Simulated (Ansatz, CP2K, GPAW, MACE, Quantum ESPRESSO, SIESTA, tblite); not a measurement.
**How far do other methods lie from plane waves? Σ7 (111) twist boundary in a Pd-Ir solid solution (84 atoms)**

One geometry of Σ7 (111) twist boundary in a Pd-Ir solid solution (84 atoms) is solved by several programs and methods. How far do their forces lie from a plane-wave PBE run?

Results are calculated, not measured.

In doubt: a PseudoDojo file used here is known to give poor structures and forces (SIESTA), which bears on pressures, cells, forces and phonons.

## Step 1: The structure

The cell holds 84 atoms (44 Pd and 40 Ir), with edges of 7.23, 7.23 and 27.38 Å. Recipe: fcc Pd (a = 3.8655 Å); two grains turned against each other by 81.79 deg about [111]; 1 x 1 coincidence cells, 2 lattice periods a grain, two boundaries a cell, upper grain shifted by [0, 0] of the boundary cell and opened by 0.3 Å, one atom of each pair nearer than 2.05 Å removed; 40 of 84 Pd sites given to Ir at random (lattice constant by Vegard's rule between Pd and Ir); not relaxed, displaced by a Gaussian of 0.02 Å. Then every atom was moved at random, 0.03 Å r.m.s. a Cartesian component. The density is 16.6 g/cm³.

## Step 2: The reference input

Quantum ESPRESSO 7.5: Kohn-Sham DFT, PBE, SSSP efficiency 1.3.0 pseudopotentials, plane waves. Its input, pw.in:

```
&control
  calculation = 'scf'
  pseudo_dir = './pseudo'
  outdir = './tmp'
  disk_io = 'none'
  tprnfor = .true.
  tstress = .true.
/
&system
  ibrav = 0
  nat = 84
  ntyp = 2
  ecutwfc = 45
  ecutrho = 360
  nosym = .true.
  occupations = 'smearing'
  smearing = 'fd'
  degauss = 0.003675
/
&electrons
  conv_thr = 4.2e-07
  electron_maxstep = 100
  mixing_beta = 0.2
  mixing_mode = 'local-TF'
  diagonalization = 'david'
/
ATOMIC_SPECIES
Pd 106.420 Pd.upf
Ir 192.217 Ir.upf
CELL_PARAMETERS angstrom
7.23169 0.00000 0.00000
-3.61584 6.26283 0.00000
0.00000 0.00000 27.38097
ATOMIC_POSITIONS crystal
Pd 0.86243 0.28724 0.99943
Ir 0.80590 0.05191 0.08183
Pd 0.70803 0.56991 0.99768
Pd 0.93883 0.75579 0.08185
[... 78 atom lines left out ...]
Pd 0.18334 0.23258 0.90860
Ir 0.47021 0.09344 0.90828
K_POINTS gamma
```

```console
$ OMP_NUM_THREADS=1 mpirun -np 4 pw.x -in pw.in > output.txt
```

Elapsed: 8.6 min, on 4 MPI ranks of Arm Neoverse V1, shared host; peak memory 4.2 GiB.

It converged with an r.m.s. force component of 0.66 eV/Å and a pressure of 3.7 GPa.

## Step 3: The other programs

- CP2K 2026.2: Gaussian basis with GTH pseudopotentials and a plane-wave density; labels give functional, basis (MOLOPT sets; SR short-range, UZH the newer set with its own potentials), grid cutoff/relative cutoff and solver (OT: orbital transformation; TRS4, TC2, SIGN: linear-scaling purification with its sparsity filter), or its built-in tight binding.
- MACE: machine-learned potential, published weights.
- SIESTA 5.4.2: numerical atomic orbitals, whose automatically made sets are far from complete, with PseudoDojo norm-conserving potentials that we converted to its format (checked against plane waves on the same files for H, C, O, Si, Ge and Ca alone); labels give functional, basis size, energy shift and mesh cutoff.
- tblite 0.8.0: extended tight binding, driven from Python.

All use the same cell and atoms, and the electronic-structure runs the same k-mesh.

## Step 4: All runs compared

Differences are against the reference: forces as r.m.s. over components, share as that over the reference's r.m.s. force, slope as the fitted ratio of a run's forces to the reference's.

| run | Δ force, r.m.s. (meV/Å) | share (%) | slope | Δ pressure (GPa) | cores | CPU time | memory (GiB) |
| --- | --- | --- | --- | --- | --- | --- | --- |
| reference | - | - | - | - | 4 | 34 min | 4.2 |
| CP2K PBE, DZVP-UZH, 600/60 Ry, diagonalisation | 42.0 | 6.39 | 1.038 | 0.497 | 4 | 1.7 h | 9.6 |
| MACE MP-0b2 small potential | 256 | 38.9 | 0.875 | 0.690 | 1 | 7.3 s | 0.67 |
| MACE MP-0b3 medium potential | 281 | 42.8 | 0.699 | 1.73 | 1 | 8.8 s | 0.98 |
| MACE MPA-0 medium potential | 213 | 32.4 | 0.812 | -0.563 | 1 | 8.8 s | 0.98 |
| SIESTA PBE, DZ, shift 0.01 Ry, mesh 300 Ry (coarse) | 256 | 38.9 | 1.292 | -12.1 | 2 | 6.9 min | 1.1 |
| SIESTA PBE, DZP, shift 0.01 Ry, mesh 100 Ry (coarse) | 132 | 20.1 | 1.092 | 0.587 | 4 | 6.7 min | 1.2 |
| SIESTA PBE, DZP, shift 0.01 Ry, mesh 300 Ry | 129 | 19.6 | 1.087 | -0.302 | 4 | 14 min | 1.8 |
| SIESTA PBE, SZ, shift 0.01 Ry, mesh 300 Ry (coarse) | 423 | 64.3 | 1.223 | -0.482 | 1 | 3.3 min | 0.68 |
| SIESTA RPBE, PBE potentials, DZP, shift 0.01 Ry, mesh 300 Ry | 135 | 20.6 | 1.109 | 4.10 | 4 | 14 min | 1.9 |
| tblite GFN1-xTB | 238 | 36.1 | 0.785 | 7.80 | 1 | 16 s | 0.17 |

Rows marked coarse use a setting chosen to be so.

Times of the machine-learned potentials are mostly Python's start and the loading of weights.

CPU time is summed over cores on shared hosts, so it is rough.

## Step 5: What came out

Forces lie from 6.4 % (CP2K PBE, DZVP-UZH, 600/60 Ry, diagonalisation) to 64 % (SIESTA PBE, SZ, shift 0.01 Ry, mesh 300 Ry, coarse) of the reference's r.m.s. force of 0.66 eV/Å away from it. The PBE runs in local orbitals, coarse settings apart, differ by 6.4 % (CP2K PBE, DZVP-UZH, 600/60 Ry, diagonalisation) to 20 % (SIESTA PBE, DZP, shift 0.01 Ry, mesh 300 Ry); basis, grid and potentials can all enter. Tight binding differs by 36 % (tblite GFN1-xTB); it is another model, with fitted parameters of its own, and the xTB methods hold dispersion. Machine-learned potentials differ by 32 % (MACE MPA-0 medium potential) to 43 % (MACE MP-0b3 medium potential); they were trained on other programs' data. Among those trained on PBE data the slope goes as low as 0.70, which softening far from their training structures can give, though the reference's k-sampling is untested too.

Rows with another functional or a dispersion term differ by 21 % (SIESTA RPBE, PBE potentials, DZP, shift 0.01 Ry, mesh 300 Ry), which mixes the change of model with differences of basis and potentials, some of them made for another functional. Runs with settings chosen to be coarse differ by 20 % (SIESTA PBE, DZP, shift 0.01 Ry, mesh 100 Ry) to 64 % (SIESTA PBE, SZ, shift 0.01 Ry, mesh 300 Ry), their programs' other errors included. SIESTA PBE, DZ, shift 0.01 Ry, mesh 300 Ry stiffens the forces by a factor of 1.29 while following their directions (correlation 0.981). From SIESTA PBE, DZP, shift 0.01 Ry, mesh 100 Ry to the finer SIESTA PBE, DZP, shift 0.01 Ry, mesh 300 Ry the share goes from 20.1 to 19.6 %, so the grid isn't what parts these runs from the reference. Pressures at PBE, coarse settings apart, lie -0.30 to +0.50 GPa from the reference's.

Caveats: Periodic xTB results under one method name differ between programs and library versions. The potentials hold different valence shells: 1392 electrons in the reference, 1472 in CP2K with DZVP-UZH and 1472 in SIESTA; this bears on time and differences. The reference's pressure holds the uncorrected Pulay stress of its 45 Ry basis, so small pressure differences, may be the reference's own error. A potential file of the SIESTA runs is in doubt, which bears on their forces and pressure. Machine-learned potentials mimic data converged in k, so the reference's own k-point error enters their differences. The reference's stress is far from hydrostatic: its diagonal is 0.4, 0.4, 10.5 GPa, compression counted positive. The host structure and its lattice constant were typed by rule, without a check against the phase diagram. The electronic-structure runs sample only Γ, in a cell whose shortest periodic width is 6 Å, which is coarse for a cell with partly filled levels. Spin–orbit coupling is left out, which matters for the levels of the heavy elements. The reference's pressure of 3.7 GPa reflects the volume that the recipe set, positions that aren't this level's minimum and the coarse k-sampling. The reference has no spin polarisation, so local moments can't form. Where levels are smeared, the DFT runs use Fermi–Dirac occupations at 580 K (0.05 eV), and energies are free energies. The atoms were displaced at random, and shares hang on the size of the forces that this gives. The reference's cutoffs and mesh weren't converged further here.

[Long decimals in the printed logs are rounded to 6 places.]

[Logs are printed without paths, hosts, clocks, repeated set-up lines and the standing remarks that a program may print on its own settings, such as how far it seeks lower states.]

[Hosts, paths, dates, database ids (printed as entryN), source tags and the programs' standing remarks are cut or masked in the printed files.]

[Only finished runs are shown, without SIESTA runs on faulty potentials for Cu, Fe, Ni or Zn; cells were taken only where this reference lay near another plane-wave run.]
